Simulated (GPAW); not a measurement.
The O K edge of atom 3 in SrNbO3 (Pm-3m), with 2 Nb at 2.03 Å (linear, site symmetry 4/mmm), was computed in 2 ways: excited-electron core hole (neutral cell) and no core hole. Program and functional: GPAW, LDA, Gaussian full width 0.9 eV up to 4 eV, rising linearly to 3.5 eV at 25 eV; cells of 5 and 20 atoms (the run without a hole in the smaller).

Each run is counted from its own lowest empty level or Fermi level and scaled to a mean of 1 over its first 20 eV.

```csv
E (eV),run 1,run 2
-2.0,0.00,0.00
-1.5,0.00,0.00
-1.0,0.01,0.00
-0.5,0.12,0.10
0.0,0.53,0.63
0.5,0.97,1.71
1.0,1.62,1.77
1.5,1.49,0.71
2.0,0.79,0.53
2.5,0.51,1.06
3.0,0.86,2.01
3.5,1.47,2.26
4.0,1.69,1.94
4.5,1.84,1.81
5.0,2.02,1.42
5.5,1.80,1.25
6.0,1.45,1.24
6.5,1.28,1.14
7.0,1.19,0.97
7.5,1.07,0.79
8.0,0.92,0.68
8.5,0.79,0.69
9.0,0.71,0.84
9.5,0.78,1.07
10.0,0.99,1.27
10.5,1.22,1.24
11.0,1.31,1.03
11.5,1.21,0.77
12.0,0.98,0.58
12.5,0.78,0.48
13.0,0.66,0.44
13.5,0.57,0.45
14.0,0.52,0.52
14.5,0.51,0.66
15.0,0.56,0.82
15.5,0.66,0.95
16.0,0.77,1.03
16.5,0.85,1.02
17.0,0.88,0.94
17.5,0.85,0.82
18.0,0.79,0.71
18.5,0.72,0.62
19.0,0.65,0.55
19.5,0.58,0.50
20.0,0.52,0.46
20.5,0.46,0.42
21.0,0.40,0.40
21.5,0.36,0.40
22.0,0.33,0.40
22.5,0.32,0.43
23.0,0.33,0.47
23.5,0.35,0.52
24.0,0.37,0.58
24.5,0.41,0.64
25.0,0.45,0.70
25.5,0.49,0.77
26.0,0.53,0.84
26.5,0.58,0.92
27.0,0.63,1.00
27.5,0.69,1.08
28.0,0.75,1.16
28.5,0.82,1.23
29.0,0.89,1.30
29.5,0.95,1.34
30.0,1.01,1.35
30.5,1.05,1.32
31.0,1.06,1.25
```

Q: Which run is which?

Run 1: no core hole (area from −2 to 6 eV 8.2, main maxima 1.2 eV (1.72), 5.0 eV (2.02), 11.0 eV (1.31) and 17.0 eV (0.88)). Run 2: excited-electron core hole (neutral cell) (area from −2 to 6 eV 8.9, main maxima 0.8 eV (1.99), 3.4 eV (2.30), 10.2 eV (1.29) and 16.2 eV (1.03)). With each curve scaled to its own mean, the area from −2 to 6 eV with the hole is 8.9 against 8.2, and the centre of weight from −1 to 20 eV moves by -0.3 eV (first and strongest maxima below 20 eV: 1.2 eV (1.72), 5.0 eV (2.02) and 11.0 eV (1.31) without the hole, 0.8 eV (1.99), 3.4 eV (2.30) and 10.2 eV (1.29) with it); the shape changes all the same, by 34 % r.m.s.

[Banner, clock and machine lines of the logs are left out without a mark of their own.]

[Logs are printed without paths, hosts, clocks, repeated set-up lines and the standing remarks that a program may print on its own settings, such as how far it seeks lower states.]

[Hosts, paths, dates, database ids (printed as entryN), source tags and the programs' standing remarks are cut or masked in the printed files.]

[Lists of maxima count a maximum above −3 eV only where it reaches 4 % of the highest in the window and stands out from its surroundings by 2 % of it (1.5 % where it reaches 55 %); shoulders and weaker maxima are passed over, and of the rest the first, up to two pre-edge ones and the few strongest are named.]
